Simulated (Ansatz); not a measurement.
# Ag(111) with 4 thermally displaced layers, 2x2: scattering by thermal displacements

Wanted: the phonon-limited resistivity of Ag at 80 K by the Landauer route. The measured value for the pure metal at this temperature is 0.289 µΩ cm (CRC Handbook of Chemistry and Physics, 84th ed., 2003, Electrical Resistivity of Pure Metals).

Main program and level: Ansatz 0.2.0; Ansatz plane-wave DFT, PBE, PAW files; ballistic transport by layer matching (Landauer), zero bias; PAW set soft_1.

This is a report of a sequence of runs, with most program output left out.

## Step 1: Set-up

The cell holds 40 atoms: 40 Ag. Cell: a = 5.779 Å, b = 5.779 Å, c = 23.651 Å, α = 93.5°, β = 86.5°, γ = 120.0°. It derives from Ag. Regions: lead, 24 atoms (24 Ag); scattering region, 16 atoms (16 Ag). The structure is stacked along c, and the current runs across the ab planes.

## Step 2: With 4 displaced layers

Each atom of 4 layers is moved at random, by amounts drawn from a normal law 0.0507 Å wide in each direction from the Debye model (225 K) at 80 K. The layers about the cell's end stay perfect and serve as the lead. Disorder leaves little or no symmetry, which makes such runs dear. Energies from -0.05 to 0.05 eV in steps of 0.05 eV are too few for the program's thermal sum, so it prints no conductance; for a metal the transmission near the Fermi level serves, at a fraction of the cost.

File input.yaml:

```yaml
crystal:
  lattice:
    - [5.7787594586, 0.0, 0.0]
    - [-2.8893797293, 5.0045524935, 0.0]
    - [1.4446898646, -0.8340920822, 23.5916866996]
  atoms:
    - { symbol: Ag, position: [0.9916666667, 0.0083333333, 0.05] }
    - { symbol: Ag, position: [0.9916666667, 0.5083333333, 0.05] }
    - { symbol: Ag, position: [0.4916666667, 0.0083333333, 0.05] }
    - { symbol: Ag, position: [0.4916666667, 0.5083333333, 0.05] }
    - { symbol: Ag, position: [0.1416666667, 0.3583333333, 0.15] }
    - { symbol: Ag, position: [0.1416666667, 0.8583333333, 0.15] }
    - { symbol: Ag, position: [0.6416666667, 0.3583333333, 0.15] }
    - { symbol: Ag, position: [0.6416666667, 0.8583333333, 0.15] }
[... 28 atom lines left out ...]
    - { symbol: Ag, position: [0.8416666667, 0.1583333333, 0.95] }
    - { symbol: Ag, position: [0.8416666667, 0.6583333333, 0.95] }
    - { symbol: Ag, position: [0.3416666667, 0.1583333333, 0.95] }
    - { symbol: Ag, position: [0.3416666667, 0.6583333333, 0.95] }
kpoints:
  mp_grid: { grid: [4, 4, 1] }
hamiltonian:
  xc: pbe
  pseudopotentials: { kind: paw, azcp: { folder: soft_1 } }
scf:
  occupations: { method: fermi_dirac, width: 0.1 }
output:
  transmission: { leads: [[0, 4]], kmesh: [8, 8], e_range: [-0.05, 0.05], de: 0.05 }
  write_potential: true
  write_density: true
  volumetric_format: npy
```

On the command line:

```sh
> ansatz run input.yaml --threads 4 --pin off --max-ram 15360MiB --backend cpu --events-out ev --progress --plain --runs-dir out
```

It took 14 min on 4 threads of Arm Neoverse N1, shared host; peak memory 6 GiB; 46 min of CPU time.

Numbers from this step:

| Item | Value |
| --- | --- |
| free energy | -303623.4264 eV |
| energy at zero smearing | -303623.2112 eV |
| Fermi energy | 17.23 eV |
| cell area | 28.92 Å² |
| transmission per spin nearest the Fermi level | 3.216 |
| open channels per spin nearest the Fermi level | 3.234 |
| step of the lead's potential | 2.2 meV |

Per spin. The transmission, zone mean stays at 3.22 for energy from -0.05 to 0.05 eV.

Per spin. The open channels, zone mean, lead stays at 3.23 for energy from -0.05 to 0.05 eV.

Transmission over k1 and k2. At 0.0000 eV from the Fermi level.

Ten even steps from '_' (2.92) to '@' (3.97):
```
__@@____@@______
____@@__@@______
________________
@@@@@@______@@@@
________________
________@@__@@__
________@@____@@
@@______@@______
```
Columns: k1 (b1) from -0.5 to 0.375; rows upwards: k2 (b2) from -0.5 to 0.375.

Open channels over k1 and k2. At 0.0000 eV from the Fermi level.

Values, 8 rows by 8 columns:
```
3.00 4.00 3.00 3.00 4.00 3.00 3.00 3.00
3.00 3.00 4.00 3.00 4.00 3.00 3.00 3.00
3.00 3.00 3.00 3.00 3.00 3.00 3.00 3.00
4.00 4.00 4.00 3.00 3.00 3.00 4.00 4.00
3.00 3.00 3.00 3.00 3.00 3.00 3.00 3.00
3.00 3.00 3.00 3.00 4.00 3.00 4.00 3.00
3.00 3.00 3.00 3.00 4.00 3.00 3.00 4.00
4.00 3.00 3.00 3.00 4.00 3.00 3.00 3.00
```
Columns: k1 (b1) from -0.5 to 0.375; rows upwards: k2 (b2) from -0.5 to 0.375.

Over the solved energies the transmission per spin lies between 3.22 and 3.22, out of 3.23 channels of the lead on average (up to 3.23).

## Step 3: With 8 displaced layers

Each atom of 8 layers is moved at random, by amounts drawn from a normal law 0.0507 Å wide in each direction from the Debye model (225 K) at 80 K. A fresh draw is used; the growth of the resistance with length is what counts.

System of this step: Ag(111) with 8 thermally displaced layers, 2x2. The cell holds 56 atoms: 56 Ag. Its edges and angles: a = 5.779 Å, b = 5.779 Å, c = 33.070 Å, α = 87.5°, β = 92.5°, γ = 120.0°. It derives from Ag. Regions: lead, 24 atoms (24 Ag); scattering region, 32 atoms (32 Ag). The structure is stacked along c, and the current runs across the ab planes.

File input.yaml:

```yaml
crystal:
  lattice:
    - [5.7787594586, 0.0, 0.0]
    - [-2.8893797293, 5.0045524935, 0.0]
    - [-1.4446898646, 0.8340920822, 33.0283613795]
  atoms:
    - { symbol: Ag, position: [0.005952381, 0.994047619, 0.0357142857] }
    - { symbol: Ag, position: [0.005952381, 0.494047619, 0.0357142857] }
    - { symbol: Ag, position: [0.505952381, 0.994047619, 0.0357142857] }
    - { symbol: Ag, position: [0.505952381, 0.494047619, 0.0357142857] }
    - { symbol: Ag, position: [0.1845238095, 0.3154761905, 0.1071428571] }
    - { symbol: Ag, position: [0.1845238095, 0.8154761905, 0.1071428571] }
    - { symbol: Ag, position: [0.6845238095, 0.3154761905, 0.1071428571] }
    - { symbol: Ag, position: [0.6845238095, 0.8154761905, 0.1071428571] }
[... 44 atom lines left out ...]
    - { symbol: Ag, position: [0.3273809524, 0.1726190476, 0.9642857143] }
    - { symbol: Ag, position: [0.3273809524, 0.6726190476, 0.9642857143] }
    - { symbol: Ag, position: [0.8273809524, 0.1726190476, 0.9642857143] }
    - { symbol: Ag, position: [0.8273809524, 0.6726190476, 0.9642857143] }
kpoints:
  mp_grid: { grid: [4, 4, 1] }
hamiltonian:
  xc: pbe
  pseudopotentials: { kind: paw, azcp: { folder: soft_1 } }
scf:
  occupations: { method: fermi_dirac, width: 0.1 }
output:
  transmission: { leads: [[0, 4]], kmesh: [8, 8], e_range: [-0.05, 0.05], de: 0.05 }
  write_potential: true
  write_density: true
  volumetric_format: npy
```

Elapsed: 25 min, on 4 threads; peak memory 9.8 GiB.

This step gave:

```
free energy                                    : -425072.5696 eV
energy at zero smearing                        : -425072.2512 eV
Fermi energy                                   : 17.15 eV
transmission per spin nearest the Fermi level  : 3.280
open channels per spin nearest the Fermi level : 3.328
step of the lead's potential                   : 2.4 meV
```

Per spin. The transmission, zone mean by energy, zero at the Fermi level:

| energy (eV) | transmission, zone mean |
| --- | --- |
| -0.0500 | 3.28 |
| 0.0000 | 3.28 |
| 0.0500 | 3.20 |

Over the solved energies the transmission per spin lies between 3.20 and 3.28, out of 3.30 channels of the lead on average (up to 3.33).

## Step 4: With 12 displaced layers

Each atom of 12 layers is moved at random, by amounts drawn from a normal law 0.0507 Å wide in each direction from the Debye model (225 K) at 80 K. A fresh draw is used; the growth of the resistance with length is what counts.

System of this step: Ag(111) with 12 thermally displaced layers, 2x2. The cell holds 72 atoms: 72 Ag. Its edges and angles: a = 5.779 Å, b = 5.779 Å, c = 42.465 Å, α = 90.0°, β = 90.0°, γ = 120.0°. It derives from Ag. Regions: lead, 24 atoms (24 Ag); scattering region, 48 atoms (48 Ag). The structure is stacked along c, and the current runs across the ab planes.

File input.yaml:

```yaml
crystal:
  lattice:
    - [5.7787594586, 0.0, 0.0]
    - [-2.8893797293, 5.0045524935, 0.0]
    - [0.0, 0.0, 42.4650360593]
  atoms:
    - { symbol: Ag, position: [0.0, 0.0, 0.0277777778] }
    - { symbol: Ag, position: [0.0, 0.5, 0.0277777778] }
    - { symbol: Ag, position: [0.5, 0.0, 0.0277777778] }
    - { symbol: Ag, position: [0.5, 0.5, 0.0277777778] }
    - { symbol: Ag, position: [0.1666666667, 0.3333333333, 0.0833333333] }
    - { symbol: Ag, position: [0.1666666667, 0.8333333333, 0.0833333333] }
    - { symbol: Ag, position: [0.6666666667, 0.3333333333, 0.0833333333] }
    - { symbol: Ag, position: [0.6666666667, 0.8333333333, 0.0833333333] }
[... 60 atom lines left out ...]
    - { symbol: Ag, position: [0.3333333333, 0.1666666667, 0.9722222222] }
    - { symbol: Ag, position: [0.3333333333, 0.6666666667, 0.9722222222] }
    - { symbol: Ag, position: [0.8333333333, 0.1666666667, 0.9722222222] }
    - { symbol: Ag, position: [0.8333333333, 0.6666666667, 0.9722222222] }
kpoints:
  mp_grid: { grid: [4, 4, 1] }
hamiltonian:
  xc: pbe
  pseudopotentials: { kind: paw, azcp: { folder: soft_1 } }
scf:
  occupations: { method: fermi_dirac, width: 0.1 }
output:
  transmission: { leads: [[0, 4]], kmesh: [8, 8], e_range: [-0.05, 0.05], de: 0.05 }
  write_potential: true
  write_density: true
  volumetric_format: npy
```

Run time: 41 min. Hardware: 4 threads; peak memory 8.1 GiB; 2.5 h of CPU time.

Numbers from this step:

```yaml
free_energy: -546521.7730 eV
energy_at_zero_smearing: -546521.3549 eV
fermi_energy: 17.24 eV
transmission_per_spin_nearest_the_fermi_level: 3.182
open_channels_per_spin_nearest_the_fermi_level: 3.234
step_of_the_lead_s_potential: 2.9 meV
```

Per spin. Transmission, zone mean against energy, zero at the Fermi level:

| energy (eV) | transmission, zone mean |
| --- | --- |
| -0.0500 | 3.17 |
| 0.0000 | 3.18 |
| 0.0500 | 3.18 |

Over the solved energies the transmission per spin lies between 3.17 and 3.18, out of 3.23 channels of the lead on average (up to 3.23).

## Step 5: The fit

This step: Ansatz plane-wave DFT, PBE, PAW files; ballistic transport by layer matching (Landauer), zero bias; resistivity from the slope of the area resistance; PAW set soft_1 (Ansatz 0.2.0).

Numbers from this step:

```yaml
resistivity: 0.7449 µΩ cm
intercept: -1.87e-5 fΩ m²
scatter_about_the_fit: 6.98e-4 fΩ m²
```

Resistance, by row:

| run | length (Å) | T | channels N | RA (fΩ m²) |
| --- | --- | --- | --- | --- |
| n4 | 9.437 | 3.216 | 3.234 | 0.006517 |
| n8 | 18.87 | 3.254 | 3.297 | 0.01503 |
| n12 | 28.31 | 3.178 | 3.234 | 0.02058 |

The area resistance by length of the displaced region:

| length of the displaced region (Å) | area resistance (fΩ m²) |
| --- | --- |
| 9.44 | 0.00652 |
| 18.87 | 0.0150 |
| 28.31 | 0.0206 |

The area resistance goes from 0.0065 to 0.021 fΩ m² between 9.4 and 28.3 Å, a slope of 0.74 µΩ cm.

By hand from the end points: (0.02058 − 0.006517) fΩ m² / (28.31 − 9.44) Å = 0.74 µΩ cm, since 1 fΩ m² per Å is 1000 µΩ cm.

## Step 6: Outcome

| Quantity | Value |
| --- | --- |
| resistivity from the slope | 0.745 µΩ cm |
| area resistance over 9.44 Å | 0.00652 fΩ m² |
| area resistance over 18.9 Å | 0.0150 fΩ m² |
| area resistance over 28.3 Å | 0.0206 fΩ m² |

**Reading.** The slope gives 0.74 µΩ cm. The points scatter by 7.0e-4 fΩ m² about the line, with one random draw a length in a 2x2 cell, so the slope is a rough value. The mean square of the displacements drawn is 0.75, 0.94 and 0.81 of the nominal one at the three lengths; with each resistance scaled back by that, the slope is 0.89 µΩ cm, the value used below. The lead's own channel count moves between the runs (3.23, 3.30 and 3.23), which shifts RA and the slope too. Read with a model of isotropic scattering on a spherical Fermi surface and the lead's 0.87×10¹⁵ S/m², this slope means a mean free path near 1248 Å; over these lengths the model's slope is 1.28 times its bulk resistivity, which would be 0.69 µΩ cm. This far under the Debye temperature the model doesn't describe a real metal: frozen displacements count zero-point motion as scattering and turn electrons through all angles, while in the metal the short-wave phonons freeze out. The measured value is 0.289 µΩ cm (CRC Handbook of Chemistry and Physics, 84th ed., 2003, Electrical Resistivity of Pure Metals); the scaled slope is 3.1 times that and the corrected value 2.4: clearly high.

[Logs are printed without paths, hosts, clocks, repeated set-up lines and the standing remarks that a program may print on its own settings, such as how far it seeks lower states.]

[Hosts, paths, dates, database ids (printed as entryN), source tags and the programs' standing remarks are cut or masked in the printed files.]
